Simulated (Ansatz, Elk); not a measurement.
**How far do independent atoms describe Zn2Ni?**

Structure refinements treat a crystal as free atoms side by side. For a made-up structure of Zn2Ni (cell and positions from a PBEsol relaxation) the runs below show what the calculated density changes in F(hkl).

Main program and level: Elk 11.2.3 (patched build); DFT, PBE, all-electron APW+lo, Dirac cores, scalar-relativistic bands, static density, no spin.

The structure was built from a prototype and need not be the compound's stable phase.

## (1) Set-up

Symmetry: I4/mmm, No. 139, tetragonal system. Conventional cell: a = 2.875 Å, b = 2.875 Å, c = 8.870 Å, α = 90.00°, β = 90.00°, γ = 90.00°. Nearest to Zn lie 4 Ni at 2.47 Å and 4 Zn at 2.61 Å. Ni has 8 Zn at 2.47 Å nearest. Farther neighbours are not listed.

As a file:

```cif
data_structure
_symmetry_space_group_name_H-M 'I4/mmm'
_symmetry_Int_Tables_number 139
_cell_length_a 2.8751
_cell_length_b 2.8751
_cell_length_c 8.8697
_cell_angle_alpha 90.000
_cell_angle_beta 90.000
_cell_angle_gamma 90.000
_cell_volume 73.32
loop_
_atom_site_label
_atom_site_type_symbol
_atom_site_symmetry_multiplicity
_atom_site_Wyckoff_symbol
_atom_site_fract_x
_atom_site_fract_y
_atom_site_fract_z
_atom_site_occupancy
Zn1 Zn 4 e 0.50000 0.50000 0.15733 1
Ni1 Ni 2 a 0.00000 0.00000 0.00000 1
```

## (2) Ground state and structure factors

An all-electron density is needed, since X-rays see the cores too. Task 0 finds the density and task 195 Fourier-transforms it; tshift is off so that phases refer to the origin typed.

File elk.in:

```
tasks
  0
  195

xctype
  20

spinpol
  .false.

rgkmax
  7.0

gmaxvr
  14.0

lmaxo
  7

lmaxapw
  8

swidth
  0.002

tshift
  .false.

ramdisk
  .false.

hmaxvr
  5.5

maxscl
  120

epspot
  1e-06

sppath
  './'

avec
  -2.71661427006 2.71661427006 8.38069727531
  2.71661427006 -2.71661427006 8.38069727531
  2.71661427006 2.71661427006 -8.38069727531

atoms
  2
  'Zn.in'
  2
  0.6573337814 0.6573337814 0.0000000000   0.000000 0.000000 0.000000
  0.3426662186 0.3426662186 0.0000000000   0.000000 0.000000 0.000000
  'Ni.in'
  1
  -0.0000000000 -0.0000000000 -0.0000000000   0.000000 0.000000 0.000000

ngridk
  11 11 11
```

Launch:

```bash
$ OMP_NUM_THREADS=4 elk
```

Numbers of over 12 decimals in the logs are rounded to 6 here.

The log of the run:

```text
┌─────────────────────────┐
│ Elk code version 11.2.3 │
└─────────────────────────┘

All units are atomic (Hartree, Bohr, etc.)

┌─────────────────────────────────────────────────┐
│ Ground-state run starting from atomic densities │
└─────────────────────────────────────────────────┘

Lattice vectors :
  -2.716614270       2.716614270       8.380697275
   2.716614270      -2.716614270       8.380697275
   2.716614270       2.716614270      -8.380697275

Reciprocal lattice vectors :
  0.3467793199E-16   1.156436778      0.3748605337
   1.156436778      0.3467793199E-16  0.3748605337
   1.156436778       1.156436778     -0.3548107082E-17

Unit cell volume      :    247.3979520
Brillouin zone volume :    1.002636487

Muffin-tin inner radius fraction :   0.1000000000E-01

Nuclei treated as point charges

Species : 1 (Zn)
 parameters loaded from : Zn.in
 name : zinc
 nuclear charge    :   -30.00000000
 electronic charge :    30.00000000
 atomic mass :    119233.3130
 muffin-tin radius :    2.304938826
 number of radial points in muffin-tin :    993
 inner part over the whole radius :   0.9961644266E-02
 number on inner part of muffin-tin    :    701
 approximate nuclear radius :   0.7484757725E-04
 number of mesh points to nuclear radius :    338
 atomic positions (lattice), magnetic fields (Cartesian) :
  1 :  -0.34266622 -0.34266622  0.00000000    0.00000000  0.00000000  0.00000000
  2 :   0.34266622  0.34266622  0.00000000    0.00000000  0.00000000  0.00000000

Species : 2 (Ni)
 parameters loaded from : Ni.in
 name : nickel
 nuclear charge    :   -28.00000000
 electronic charge :    28.00000000
 atomic mass :    106991.5231
 muffin-tin radius :    2.304938826
 number of radial points in muffin-tin :    993
 inner part over the whole radius :   0.9906060601E-02
 number on inner part of muffin-tin    :    700
 approximate nuclear radius :   0.7325707712E-04
 number of mesh points to nuclear radius :    335
 atomic positions (lattice), magnetic fields (Cartesian) :
  1 :   0.00000000  0.00000000  0.00000000    0.00000000  0.00000000  0.00000000

Total number of atoms per unit cell :    3
Total muffin-tin volume :    153.8820895
 ratio of muffin-tin to unit cell volume :   0.6220022771

Spin treatment :
 spin-unpolarised

Number of Bravais lattice symmetries :   16
Number of crystal symmetries         :   16
Crystal has inversion symmetry
Real symmetric eigensolver will be used

k-point grid :     11    11    11
k-point offset :    0.000000000       0.000000000       0.000000000
k-point set is reduced with full crystal symmetry group
Total number of k-points :      126

Muffin-tin radius times maximum |G+k| :    7.000000000
 using average radius
Maximum |G+k| for APW functions       :    3.036956955
Maximum (1/2)|G+k|²                   :    4.611553774
Maximum |G| for potential and density :    14.00000000
Constant for pseudocharge density :    8
 order of it for each species :   15  15
 order of it for pair densities of each species (exact exchange by exxq0 0: 16) :   10  10
Radial integration step length :    1

G-vector grid sizes :     42    42    42
Number of G-vectors :    11461

Maximum angular momentum used for
 APW functions            :    8
 outer part of muffin-tin :    7
 inner part of muffin-tin :    2

Total nuclear charge    :   -88.00000000
Total core charge       :    36.00000000
Total valence charge    :    52.00000000
Total excess charge     :    0.000000000
Total electronic charge :    88.00000000

Effective Wigner radius, rₛ :   0.8755378781

Number of empty states         :     12
Total number of valence states :     39
Total number of core states    :     36

Third-order local-orbitals added for an l without core states : T
Total number of local-orbitals :     66

Exchange-correlation functional :     20     0     0
 Perdew-Burke-Ernzerhof, Phys. Rev. Lett. 77, 3865 (1996)
 gradient requirement :    1
 generalised gradient approximation (GGA)

Smearing type :    3
 Fermi-Dirac
Smearing width :   0.2000000000E-02
[...]
correlation                 :     -4.266764
 electron entropic           :    -0.31562384173590E-03
 total energy                :     -5113.6571775840

Density of states at Fermi energy :    24.94448805
 (states/Hartree/unit cell)

Estimated indirect band gap :   0.6331151859E-03
 from k-point 5 to k-point 63
Estimated direct band gap   :   0.1074242587E-01
 at k-point 41

Charges :
 core                        :    36.00000000
 valence                     :    52.00000000
 interstitial                :    2.923488547
 muffin-tins (core leakage)
  species : 1 (Zn)
   atom 1                    :    28.52241645     (  0.1521875407E-03)
   atom 2                    :    28.52241645     (  0.1521875407E-03)
  species : 2 (Ni)
   atom 1                    :    28.03167854     (  0.4500564437E-03)
 total in muffin-tins        :    85.07651145
 total calculated charge     :    87.99898282
 total charge                :    88.00000000
 error                       :   0.1017177055E-02

RMS change in Kohn-Sham potential (target) :   0.5677405519     (  0.1000000000E-05)
Absolute change in total energy (target)   :   0.7044004470     (  0.1000000000E-03)

[... loops 3 to 16 left out ...]

┌──────────────────┐
│ Loop number : 17 │
└──────────────────┘

Energies :
 Fermi                       :     0.286568
 sum of occupied eigenvalues :     -2926.7442300190
 electron kinetic            :      5203.3599091952
 core electron kinetic       :      4617.8537965949
 Coulomb                     :     -10109.385382063
 Coulomb potential           :     -7861.0048782163
 nuclear-nuclear             :     -855.82311725790
 electron-nuclear            :     -10676.231647363
 Hartree                     :      1422.6693825573
 Madelung                    :     -6178.8829429550
 xc potential                :     -269.09926099785
 exchange                    :     -202.76899016709
 correlation                 :     -4.268294
 electron entropic           :    -0.43382337868798E-03
 total energy                :     -5113.0631909776

Density of states at Fermi energy :    32.67132380
 (states/Hartree/unit cell)

Estimated indirect band gap :   0.6322500487E-04
 from k-point 72 to k-point 71
Estimated direct band gap   :   0.1588342673E-01
 at k-point 27

Charges :
 core                        :    36.00000000
 valence                     :    52.00000000
 interstitial                :    3.063968760
 muffin-tins (core leakage)
  species : 1 (Zn)
[...]
species : 2 (Ni)
[...]
total in muffin-tins        :    84.93603124
 total calculated charge     :    87.99900107
 total charge                :    88.00000000
 error                       :   0.9989310323E-03

RMS change in Kohn-Sham potential (target) :   0.1695955221E-06 (  0.1000000000E-05)
Absolute change in total energy (target)   :   0.7273451047E-04 (  0.1000000000E-03)

Convergence targets achieved

┌──────────────────┐
│ Loop number : 18 │
└──────────────────┘

Energies :
 Fermi                       :     0.286568
 sum of occupied eigenvalues :     -2926.7442120656
 electron kinetic            :      5203.3599236878
 core electron kinetic       :      4617.8538040437
 Coulomb                     :     -10109.385384783
 Coulomb potential           :     -7861.0048806525
 nuclear-nuclear             :     -855.82311725790
 electron-nuclear            :     -10676.231650337
 Hartree                     :      1422.6693828116
 Madelung                    :     -6178.8829444571
 xc potential                :     -269.09925510092
 exchange                    :     -202.76899022817
 correlation                 :     -4.268294
 electron entropic           :    -0.43382296388542E-03
 total energy                :     -5113.0631792583

Density of states at Fermi energy :    32.67129287
 (states/Hartree/unit cell)

Estimated indirect band gap :   0.6322598434E-04
 from k-point 72 to k-point 71
Estimated direct band gap   :   0.1588345585E-01
 at k-point 27

Charges :
 core                        :    36.00000000
 valence                     :    52.00000000
 interstitial                :    3.063968541
 muffin-tins (core leakage)
  species : 1 (Zn)
   atom 1                    :    28.88009009     (  0.1429064765E-03)
   atom 2                    :    28.88009009     (  0.1429064765E-03)
  species : 2 (Ni)
   atom 1                    :    27.17585127     (  0.4714423574E-03)
 total in muffin-tins        :    84.93603146
 total calculated charge     :    87.99900107
 total charge                :    88.00000000
 error                       :   0.9989311531E-03

┌──────────────────────────────┐
│ Self-consistent loop stopped │
└──────────────────────────────┘

Warning : core states of species 1 leak from the muffin-tin :   0.1429064765E-03

Warning : core states of species 2 leak from the muffin-tin :   0.4714423574E-03

Wrote STATE.OUT
```

Elapsed: 38 s, on 4 threads of Arm Neoverse V2, shared host; peak memory 0.16 GiB.

SFACRHO.OUT:

```text

h k l indices transformed by vhmat matrix:
   1.000000000       0.000000000       0.000000000    
   0.000000000       1.000000000       0.000000000    
   0.000000000       0.000000000       1.000000000    

      h      k      l  multipl.   |H|            Re(F)            Im(F)           |F|

      0      0      0      1   0.0000000       88.000000     -0.67671017E-17   88.000000    
     -1     -1      1      2  0.74972107       3.9547344     -0.52371404E-17   3.9547344    
      1      0      0      8   1.2156753      -4.3498760      0.44705145E-16   4.3498760    
      2      2     -2      2   1.4994421      -10.662569      0.27370572E-17   10.662569    
     -2     -1      1      8   1.6130808       64.934966     -0.32285875E-16   64.934966    
      1     -1      0      4   1.6354486       65.266896     -0.10139936E-16   65.266896    
     -1     -1      0      8   1.7991036       2.5754777     -0.19590206E-16   2.5754777    
     -3     -2      3      8   2.2023525       8.6925283      0.58171100E-17   8.6925283    
      3      1     -2      8   2.2187877      -9.2004424      0.34928856E-17   9.2004424    
     -3     -3      3      2   2.2491632       53.594218     -0.22599741E-17   53.594218    
      1     -1      1      4   2.3128736       55.044702      0.58889366E-16   55.044702    
      2      0      0      8   2.4313506       1.9778437      0.22734949E-16   1.9778437    
     -1      0      2     16   2.6129008      -3.5862292     -0.19329758E-16   3.5862292    
      3      1     -1      8   2.7563945      -8.1479675      0.74293374E-17   8.1479675    
     -3     -3      4      8   2.7809040       46.605426      0.88314653E-17   46.605426    
     -2     -1      3     16   2.8198252       47.650686     -0.61129488E-17   47.650686    
      4      3     -4      8   2.8675506      -11.759387      0.34113389E-17   11.759387    
     -4     -4      4      2   2.9988843       12.414139     -0.66722262E-17   12.414139
```

Elk indexes on the primitive cell of elk.in and gives |H| = 4π sin θ/λ in inverse bohr. Below, one row stands for each form hkl of the conventional cell (m members, Friedel mates merged), F is for one primitive cell and the density is static (no thermal factor). Free-atom factors are Waasmaier and Kirfel's, and R is Σm||F|−|F'||/Σm|F|.

```tsv
hkl	m	sin θ/λ (Å⁻¹)	abs F, DFT	neutral atoms	diff.
002	2	0.113	3.955	3.623	+0.332
101	8	0.183	4.350	4.624	-0.274
004	2	0.226	10.663	10.874	-0.211
103	8	0.243	64.935	65.454	-0.519
110	4	0.246	65.267	65.801	-0.534
112	8	0.271	2.575	2.493	+0.083
105	8	0.331	8.693	8.698	-0.005
114	8	0.334	9.200	9.321	-0.121
006	2	0.338	53.594	53.911	-0.317
200	4	0.348	55.045	55.344	-0.300
202	8	0.366	1.978	1.961	+0.016
211	16	0.393	3.586	3.619	-0.033
204	8	0.414	8.148	8.176	-0.028
116	8	0.418	46.605	46.699	-0.093
```

## (3) The highest occupied states alone

An energy window below the Fermi level keeps the highest occupied states, to see at which angles they scatter; shallow core shells can lie inside it and anion s states outside. No new self-consistency is needed.

Changes to elk.in since step 2:

```diff
@@ -1,3 +1,2 @@
 tasks
-  0
   195
@@ -40,2 +39,5 @@
 
+wsfac
+  -0.080930 0.586570
+
 sppath
```

Launch:

```bash
$ OMP_NUM_THREADS=4 elk
```

The log of the run:

```text
┌─────────────────────────────────┐
│ Elk code version 11.2.3 started │
└─────────────────────────────────┘

Info(readinput): the functional depends on the density's gradient
 muffin-tin radial points multiplied by    2.00000
 (not where nrmtscf is given)

┌────────────────────┐
│ Current task : 195 │
└────────────────────┘
Info(checkmt): changed muffin-tin radius of species 1 (Zn) from   2.4000 to   2.3049
Info(checkmt): changed muffin-tin radius of species 2 (Ni) from   2.4000 to   2.3049

Info(sfacrho): density structure factors written to SFACRHO.OUT

 Energy window :  -0.8093000000E-01  0.5865700000

┌──────────────────┐
│ Elk code stopped │
└──────────────────┘
```

Elapsed: 3.7 s, on 4 threads; peak memory 0.17 GiB.

States within 10 eV below the Fermi level hold 33.91 electrons; any levels below the window count with the cores, and a count that is not whole means the window cuts a band. Their amplitudes can exceed the total, where window and core parts have opposite phase:

```tsv
hkl	sin θ/λ (Å⁻¹)	abs F, window	abs F, all
002	0.113	0.390	3.955
101	0.183	2.457	4.350
004	0.226	4.266	10.663
103	0.243	17.654	64.935
110	0.246	17.645	65.267
112	0.271	0.298	2.575
105	0.331	1.241	8.693
114	0.334	3.212	9.200
006	0.338	12.205	53.594
200	0.348	12.358	55.045
```

[end of part 1 of 2]

[Logs are printed without paths, hosts, clocks, repeated set-up lines and the standing remarks that a program may print on its own settings, such as how far it seeks lower states.]

[Hosts, paths, dates, database ids (printed as entryN), source tags and the programs' standing remarks are cut or masked in the printed files.]
